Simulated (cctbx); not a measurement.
# A crystallographic session in cctbx: LiCd2Ge3

Library: cctbx 2025.11. The data are simulated by the first script.

## 1. Simulate the data

run.py:

```python
from cctbx import adptbx, crystal, miller, sgtbx, xray
from cctbx.array_family import flex
from iotbx.shelx import hklf
from scitbx import matrix
import scitbx.random

cs = crystal.symmetry(unit_cell=(7.84, 13.382, 16.478, 90, 90, 90), space_group_symbol='Hall: F 2 2 -1d')  # Fddd
atoms = [  # label, site, U (iso, or U11 U22 U33 U12 U13 U23 in A^2), occupancy
    ("Cd1", (0.75, 0.75, 0.3756), (0.0032, 0.0050, 0.0055, 0.0008, 0.0000, 0.0000), 1),
    ("Cd2", (0.75, 0.25, 0.3738), (0.0026, 0.0051, 0.0023, 0.0012, 0.0000, 0.0000), 1),
    ("Ge1", (0.75, 0.4166, 0.25), (0.0041, 0.0037, 0.0059, 0.0000, -0.0014, 0.0000), 1),
    ("Ge2", (0.9996, 0.1661, 0.247), (0.0043, 0.0048, 0.0047, -0.0001, -0.0004, -0.0002), 1),
    ("Li1", (0.75, 0.5829, 0.25), (0.0083, 0.0071, 0.0127, 0.0000, 0.0027, 0.0000), 1),
]
xs = xray.structure(crystal_symmetry=cs)
for label, site, u, occ in atoms:
    u = adptbx.u_cif_as_u_star(cs.unit_cell(), u) if isinstance(u, tuple) else u
    xs.add_scatterer(xray.scatterer(label, site=site, u=u, occupancy=occ))
xs.set_inelastic_form_factors(1.54184, "sasaki")
xs.show_summary()
p1 = xs.expand_to_p1()
ms = miller.build_set(p1, anomalous_flag=True, d_min=0.83)
flex.set_random_seed(497309)
scitbx.random.set_random_seed(497309)
ms = ms.select(flex.random_double(ms.size()) < 0.8)
i = ms.structure_factors_from_scatterers(p1, algorithm="direct").f_calc().as_intensity_array().data()
i = i * 70000 / flex.max(i)
sig = flex.sqrt(i + flex.pow2(0.06 * i) + 15 ** 2)
noise = scitbx.random.variate(scitbx.random.normal_distribution())(i.size())
data = ms.array(data=i + sig * noise, sigmas=sig).set_observation_type_xray_intensity()
with open("data.hkl", "w") as f:
    data.export_as_shelx_hklf(f)
print("reflections written:", data.size(), " <I/sigma> = %.1f" % flex.mean(data.data() / data.sigmas()))
for h, a, b in list(data.sort("data"))[:12]:
    print("%4d%4d%4d %9.1f %7.1f" % (h + (a, b)))
```

```console
$ python run.py
```

```text
Number of scatterers: 5
At special positions: 4
Unit cell: (7.84, 13.382, 16.478, 90, 90, 90)
Space group: F d d d :1 (No. 70)
reflections written: 10065  <I/sigma> = 1.6
   2  -6   0   71917.8  4034.7
   4   0   0   70815.4  4111.3
   2   6   0   69691.2  4034.7
   0   0   8   67495.8  4208.4
   0   0  -8   66195.8  4208.4
  -2   6   0   65979.2  4034.7
  -4   0   0   58642.7  4111.3
   0  -4   4   54068.4  2888.8
   4   0   8   52284.9  2897.6
   4   0  -8   52148.0  2897.6
   2  -6   8   52037.1  2849.3
   2  -6  -8   51202.7  2849.3
```

Run time: 0.43 s on 1 thread of Arm Neoverse N1, with other jobs on the host, peak memory 0.07 GiB.

## 2. Refinement (right model, isotropic)

run.py:

```python
import math
from cctbx import adptbx, crystal, maptbx, sgtbx, xray
from cctbx.array_family import flex
from cctbx.xray import observations
from iotbx.shelx import hklf
from scitbx.lstbx import normal_eqns_solving
from smtbx import absolute_structure, utils
from smtbx.refinement import constraints, least_squares

cs = crystal.symmetry(unit_cell=(7.84, 13.382, 16.478, 90, 90, 90), space_group_symbol='Hall: F 2 2 -1d')  # Fddd
atoms = [  # label, site, U (iso, or U11 U22 U33 U12 U13 U23 in A^2), occupancy
    ("Cd1", (0.75, 0.75, 0.3738), 0.0200, 1),
    ("Cd2", (0.75, 0.25, 0.3709), 0.0200, 1),
    ("Ge1", (0.75, 0.419, 0.25), 0.0200, 1),
    ("Ge2", (0.9985, 0.1653, 0.2491), 0.0200, 1),
    ("Li1", (0.75, 0.579, 0.25), 0.0200, 1),
]
xs = xray.structure(crystal_symmetry=cs)
for label, site, u, occ in atoms:
    u = adptbx.u_cif_as_u_star(cs.unit_cell(), u) if isinstance(u, tuple) else u
    xs.add_scatterer(xray.scatterer(label, site=site, u=u, occupancy=occ))
xs.set_inelastic_form_factors(1.54184, "sasaki")
raw = hklf.reader(file_name="data.hkl").as_miller_arrays(crystal_symmetry=cs, anomalous=True)[0]
merged = raw.eliminate_sys_absent().merge_equivalents()
fo2 = merged.array().set_observation_type_xray_intensity()
print("Rint %.3f, %d unique reflections to %.2f A" % (merged.r_int(), fo2.size(), fo2.d_min()))
for sc in xs.scatterers():
    sc.flags.set_grad_site(True)
    sc.flags.set_grad_u_aniso(sc.flags.use_u_aniso())
    sc.flags.set_grad_u_iso(sc.flags.use_u_iso())
obs = fo2.as_xray_observations()
extra = {}
rep = constraints.reparametrisation(xs, [], utils.connectivity_table(xs), **extra)
ls = least_squares.crystallographic_ls(obs, rep, weighting_scheme=least_squares.mainstream_shelx_weighting(a=0, b=0))
print("cycle     R1     wR2    GooF  max shift (A)")
for cycle in range(8):
    ls.build_up()
    r1, wr2, goof = ls.r1_factor(cutoff_factor=2)[0], ls.wR2(), ls.goof()
    old = xs.sites_cart()
    normal_eqns_solving.levenberg_marquardt_iterations(ls, n_max_iterations=3, tau=1e-06, step_threshold=1e-7)
    big = flex.max((xs.sites_cart() - old).norms())
    print("%4d %7.4f %7.4f %7.3f %9.5f" % (cycle + 1, r1, wr2, goof, big))
    ls.build_up(objective_only=True)
    if abs(ls.wR2() - wr2) < 5e-5 and big < 5e-4:
        break
ls.build_up()
print("final R1 %.4f wR2 %.4f GooF %.3f  parameters %d  data/parameter %.1f" % (ls.r1_factor(cutoff_factor=2)[0], ls.wR2(), ls.goof(), ls.n_parameters, fo2.size() / ls.n_parameters))
cov = ls.covariance_matrix_and_annotations()
su = dict(zip(cov.annotations, (math.sqrt(max(v, 0)) for v in cov.matrix.matrix_packed_u_diagonal())))
a2 = cs.unit_cell().reciprocal_parameters()[0] ** -2
print("atom        x        y        z      Ueq    occ   su(xyz)  su(Uiso or U11)")
for sc in xs.scatterers():
    s = max(su.get(sc.label + k, 0) for k in (".x", ".y", ".z"))
    npd = "" if sc.is_positive_definite_u(cs.unit_cell()) else "  NPD"
    print("%-5s %8.5f %8.5f %8.5f %8.4f %6.3f %8.5f %7.4f%s" % ((sc.label,) + sc.site + (sc.u_iso_or_equiv(cs.unit_cell()), sc.occupancy, s, su.get(sc.label + ".uiso", su.get(sc.label + ".u11", 0) * a2), npd)))
fo = fo2.f_sq_as_f()
fc = fo.structure_factors_from_scatterers(xs, algorithm="direct").f_calc()
diff = fo.f_obs_minus_f_calc(1 / math.sqrt(ls.scale_factor()), fc).average_bijvoet_mates()
m = diff.fft_map(symmetry_flags=maptbx.use_space_group_symmetry, resolution_factor=0.25).apply_volume_scaling()
print("difference map: max %.2f min %.2f rms %.2f" % (m.statistics().max(), m.statistics().min(), m.statistics().sigma()))
peaks = m.peak_search(parameters=maptbx.peak_search_parameters(min_distance_sym_equiv=0.6, max_clusters=6)).all()
near = xs.closest_distances(peaks.sites(), distance_cutoff=4)
sps = cs.special_position_settings(min_distance_sym_equiv=0.5)
for k, (x, h) in enumerate(zip(peaks.sites(), peaks.heights())):
    ss = sps.site_symmetry(x)
    print("Q%-3d %7.4f %7.4f %7.4f %4d %7.2f  %.2f A from %s" % ((k + 1,) + tuple(t % 1 for t in ss.exact_site()) + (ss.multiplicity(), h, near.smallest_distances[k], xs.scatterers()[near.i_seqs[k]].label)))
```

```console
$ python run.py
```

```text
Rint 0.050, 400 unique reflections to 0.83 A
cycle     R1     wR2    GooF  max shift (A)
   1  0.2326  0.5480  10.952   0.05444
   2  0.0223  0.0604   1.207   0.00248
   3  0.0224  0.0604   1.207   0.00001
final R1 0.0224 wR2 0.0604 GooF 1.207  parameters 12  data/parameter 33.3
atom        x        y        z      Ueq    occ   su(xyz)  su(Uiso or U11)
Cd1    0.75000  0.75000  0.37556   0.0046  1.000  0.00002  0.0002
Cd2    0.75000  0.25000  0.37382   0.0036  1.000  0.00002  0.0002
Ge1    0.75000  0.41659  0.25000   0.0046  1.000  0.00006  0.0003
Ge2    0.99959  0.16602  0.24706   0.0048  1.000  0.00005  0.0002
Li1    0.75000  0.58288  0.25000   0.0102  1.000  0.00095  0.0034
difference map: max 1.23 min -1.28 rms 0.29
Q1    0.9989  0.0386  0.3746   32    1.24  0.52 A from Cd2
Q2    0.1061  0.0112  0.3125   32    1.10  1.35 A from Cd2
Q3    0.1183  0.0817  0.6797   32    0.90  1.55 A from Ge1
Q4    0.1345  0.0162  0.4424   32    0.89  1.53 A from Cd2
Q5    0.0207  0.1407  0.2658   32    0.84  0.49 A from Ge2
Q6    0.0383  0.1570  0.9684   32    0.84  0.62 A from Li1
```

Time: 0.56 s.

## 3. Refinement (right model, anisotropic)

run.py, as its changes from the last script of this kind:

```diff
@@ -12,5 +12,5 @@
-    ("Cd1", (0.75, 0.75, 0.3738), 0.0200, 1),
-    ("Cd2", (0.75, 0.25, 0.3709), 0.0200, 1),
-    ("Ge1", (0.75, 0.419, 0.25), 0.0200, 1),
-    ("Ge2", (0.9985, 0.1653, 0.2491), 0.0200, 1),
-    ("Li1", (0.75, 0.579, 0.25), 0.0200, 1),
+    ("Cd1", (0.75, 0.75, 0.37556), 0.0046, 1),
+    ("Cd2", (0.75, 0.25, 0.37382), 0.0036, 1),
+    ("Ge1", (0.75, 0.41659, 0.25), 0.0046, 1),
+    ("Ge2", (0.99959, 0.16602, 0.24706), 0.0048, 1),
+    ("Li1", (0.75, 0.58288, 0.25), 0.0102, 1),
@@ -22,0 +23 @@
+xs.convert_to_anisotropic()
```

```console
$ python run.py
```

```text
Rint 0.050, 400 unique reflections to 0.83 A
cycle     R1     wR2    GooF  max shift (A)
   1  0.0224  0.0604   1.235   0.00180
   2  0.0179  0.0459   0.939   0.00000
final R1 0.0179 wR2 0.0459 GooF 0.939  parameters 29  data/parameter 13.8
atom        x        y        z      Ueq    occ   su(xyz)  su(Uiso or U11)
Cd1    0.75000  0.75000  0.37561   0.0046  1.000  0.00002  0.0003
Cd2    0.75000  0.25000  0.37379   0.0035  1.000  0.00002  0.0003
Ge1    0.75000  0.41654  0.25000   0.0048  1.000  0.00005  0.0004
Ge2    0.99954  0.16600  0.24700   0.0048  1.000  0.00005  0.0004
Li1    0.75000  0.58301  0.25000   0.0075  1.000  0.00069  0.0056  NPD
difference map: max 0.92 min -1.06 rms 0.25
Q1    0.1132  0.2533  0.5535   32    0.96  1.61 A from Cd2
Q2    0.1274  0.0849  0.3173   32    0.88  1.47 A from Li1
Q3    0.1130  0.0277  0.3775   32    0.84  0.96 A from Cd2
Q4    0.1352  0.0797  0.8159   32    0.84  1.41 A from Ge1
Q5    0.1363  0.0069  0.0563   32    0.81  1.57 A from Cd1
Q6    0.1159  0.0877  0.9295   32    0.80  1.61 A from Ge2
```

Time: 0.53 s.

## 4. Refinement

run.py, as its changes from the last script of this kind:

```diff
@@ -12,5 +12,5 @@
-    ("Cd1", (0.75, 0.75, 0.37556), 0.0046, 1),
-    ("Cd2", (0.75, 0.25, 0.37382), 0.0036, 1),
-    ("Ge1", (0.75, 0.41659, 0.25), 0.0046, 1),
-    ("Ge2", (0.99959, 0.16602, 0.24706), 0.0048, 1),
-    ("Li1", (0.75, 0.58288, 0.25), 0.0102, 1),
+    ("Cd1", (0.75, 0.75, 0.3879), 0.0200, 1),
+    ("Cd2", (0.75, 0.25, 0.4042), 0.0200, 1),
+    ("Ge1", (0.75, 0.4298, 0.25), 0.0200, 1),
+    ("Ge2", (0.9618, 0.1586, 0.2682), 0.0200, 1),
+    ("Li1", (0.75, 0.573, 0.25), 0.0200, 1),
@@ -23 +22,0 @@
-xs.convert_to_anisotropic()
@@ -37 +36 @@
-for cycle in range(8):
+for cycle in range(10):
@@ -41 +40 @@
-    normal_eqns_solving.levenberg_marquardt_iterations(ls, n_max_iterations=3, tau=1e-06, step_threshold=1e-7)
+    normal_eqns_solving.levenberg_marquardt_iterations(ls, n_max_iterations=3, tau=0.0001, step_threshold=1e-7)
```

```console
$ python run.py
```

```text
Rint 0.050, 400 unique reflections to 0.83 A
cycle     R1     wR2    GooF  max shift (A)
   1  0.7994  0.9295  18.576   2.67315
   2  0.7403  0.8695  17.378   0.80581
   3  0.7064  0.8358  16.703   0.51491
   4  0.6771  0.7997  15.983   0.57805
   5  0.6460  0.7504  14.998   0.14257
   6  0.6490  0.7518  15.024   0.06160
   7  0.6483  0.7481  14.952   0.01763
   8  0.6482  0.7487  14.963   0.01481
   9  0.6487  0.7491  14.971   0.00578
  10  0.6484  0.7489  14.968   0.00587
final R1 0.6483 wR2 0.7489 GooF 14.967  parameters 12  data/parameter 33.3
atom        x        y        z      Ueq    occ   su(xyz)  su(Uiso or U11)
Cd1    0.75000  0.75000  0.38466   0.0001  1.000  0.00096  0.0043
Cd2    0.75000  0.25000  0.43583   0.0506  1.000  0.00182  0.0084
Ge1    0.75000  0.41566  0.25000   0.0437  1.000  0.00468  0.0130
Ge2    0.99984  0.16663  0.19425   0.0275  1.000  0.00487  0.0069
Li1    0.75000  0.40150  0.25000   0.2560  1.000  0.33975  1.6013
difference map: max 359.09 min -108.61 rms 27.36
Q1    0.0000  0.0000  0.1257   16  359.32  0.15 A from Cd1
Q2    0.0000  0.0000  0.3747   16  328.77  1.00 A from Cd2
Q3    0.0000  0.1664  0.5000   16  143.25  0.01 A from Ge1
Q4    0.0003  0.1660  0.2474   32  128.69  0.88 A from Ge2
Q5    0.0000  0.1661  0.0000   16  116.35  2.25 A from Ge1
Q6    0.0000  0.0000  0.1974   16   83.42  1.03 A from Cd1
```

Time: 0.85 s.

This run holds a fault made on purpose: start far from the minimum.

## 5. Refinement

run.py, as its changes from the last script of this kind:

```diff
@@ -12,5 +12,6 @@
-    ("Cd1", (0.75, 0.75, 0.3879), 0.0200, 1),
-    ("Cd2", (0.75, 0.25, 0.4042), 0.0200, 1),
-    ("Ge1", (0.75, 0.4298, 0.25), 0.0200, 1),
-    ("Ge2", (0.9618, 0.1586, 0.2682), 0.0200, 1),
-    ("Li1", (0.75, 0.573, 0.25), 0.0200, 1),
+    ("Cd1", (0.75, 0.75, 0.37556), 0.0046, 1),
+    ("Cd2", (0.75, 0.25, 0.37382), 0.0036, 1),
+    ("Ge1", (0.75, 0.41659, 0.25), 0.0046, 1),
+    ("Ge2", (0.99959, 0.16602, 0.24706), 0.0048, 1),
+    ("Li1", (0.75, 0.58288, 0.25), 0.0102, 1),
+    ("Li2", (0.213, 0.032, 0.384), 0.0300, 1),
@@ -36 +37 @@
-for cycle in range(10):
+for cycle in range(12):
@@ -40 +41 @@
-    normal_eqns_solving.levenberg_marquardt_iterations(ls, n_max_iterations=3, tau=0.0001, step_threshold=1e-7)
+    normal_eqns_solving.levenberg_marquardt_iterations(ls, n_max_iterations=3, tau=1e-06, step_threshold=1e-7)
```

```console
$ python run.py
```

```text
Rint 0.050, 400 unique reflections to 0.83 A
cycle     R1     wR2    GooF  max shift (A)
   1  0.0369  0.1256   2.524   0.33377
   2  0.0230  0.0628   1.262   0.27130
   3  0.0225  0.0613   1.231   0.04178
   4  0.0224  0.0611   1.227   0.02594
   5  0.0224  0.0609   1.224   0.02125
   6  0.0224  0.0609   1.223   0.01847
   7  0.0224  0.0608   1.222   0.01645
   8  0.0224  0.0608   1.221   0.01491
   9  0.0224  0.0607   1.220   0.01369
  10  0.0224  0.0607   1.220   0.01272
  11  0.0224  0.0607   1.219   0.01193
  12  0.0223  0.0607   1.219   0.01129
final R1 0.0223 wR2 0.0606 GooF 1.218  parameters 16  data/parameter 25.0
atom        x        y        z      Ueq    occ   su(xyz)  su(Uiso or U11)
Cd1    0.75000  0.75000  0.37556   0.0046  1.000  0.00002  0.0002
Cd2    0.75000  0.25000  0.37382   0.0036  1.000  0.00002  0.0002
Ge1    0.75000  0.41659  0.25000   0.0046  1.000  0.00006  0.0003
Ge2    0.99959  0.16602  0.24706   0.0048  1.000  0.00005  0.0002
Li1    0.75000  0.58291  0.25000   0.0101  1.000  0.00096  0.0034
Li2    0.26138 -0.01029  0.36577   0.9092  1.000  0.02430  0.4532
difference map: max 1.26 min -1.22 rms 0.29
Q1    0.0013  0.0387  0.3748   32    1.28  0.52 A from Cd2
Q2    0.1051  0.0131  0.3127   32    1.15  1.34 A from Cd2
Q3    0.1331  0.0179  0.4423   32    0.96  1.53 A from Cd2
Q4    0.1144  0.0863  0.6818   32    0.90  1.55 A from Ge1
Q5    0.1239  0.0923  0.1829   32    0.86  1.49 A from Li1
Q6    0.0199  0.1406  0.2656   32    0.85  0.48 A from Ge2
```

Time: 0.92 s.

This run holds a fault made on purpose: spurious atom: Li2.

## 6. Refinement

run.py, as its changes from the last script of this kind:

```diff
@@ -16,2 +15,0 @@
-    ("Li1", (0.75, 0.58288, 0.25), 0.0102, 1),
-    ("Li2", (0.213, 0.032, 0.384), 0.0300, 1),
@@ -23,0 +22 @@
+xs.convert_to_anisotropic()
```

```console
$ python run.py
```

```text
Rint 0.050, 400 unique reflections to 0.83 A
cycle     R1     wR2    GooF  max shift (A)
   1  0.0434  0.0903   1.833   0.00305
   2  0.0394  0.0755   1.533   0.00023
final R1 0.0394 wR2 0.0755 GooF 1.532  parameters 24  data/parameter 16.7
atom        x        y        z      Ueq    occ   su(xyz)  su(Uiso or U11)
Cd1    0.75000  0.75000  0.37561   0.0032  1.000  0.00003  0.0004
Cd2    0.75000  0.25000  0.37377   0.0022  1.000  0.00003  0.0004
Ge1    0.75000  0.41654  0.25000   0.0040  1.000  0.00007  0.0005
Ge2    0.99953  0.16596  0.24688   0.0041  1.000  0.00009  0.0004
difference map: max 8.16 min -1.19 rms 0.70
Q1    0.0000  0.0000  0.3747   16    8.16  0.03 A from Cd2
Q2    0.0000  0.0000  0.1248   16    8.08  0.01 A from Cd1
Q3    0.0000  0.1675  0.0000   16    7.44  2.22 A from Ge1
Q4    0.9988  0.1668  0.2505   32    5.63  0.06 A from Ge2
Q5    0.0000  0.1664  0.5000   16    5.63  0.00 A from Ge1
Q6    0.0054  0.1633  0.1245   32    1.17  2.02 A from Ge2
```

It took 0.53 s on 1 thread of Arm Neoverse N1, with other jobs on the host, peak memory 0.09 GiB.

This run holds a fault made on purpose: atom left out: Li1.

[Logs are printed without paths, hosts, clocks, repeated set-up lines and the standing remarks that a program may print on its own settings, such as how far it seeks lower states.]
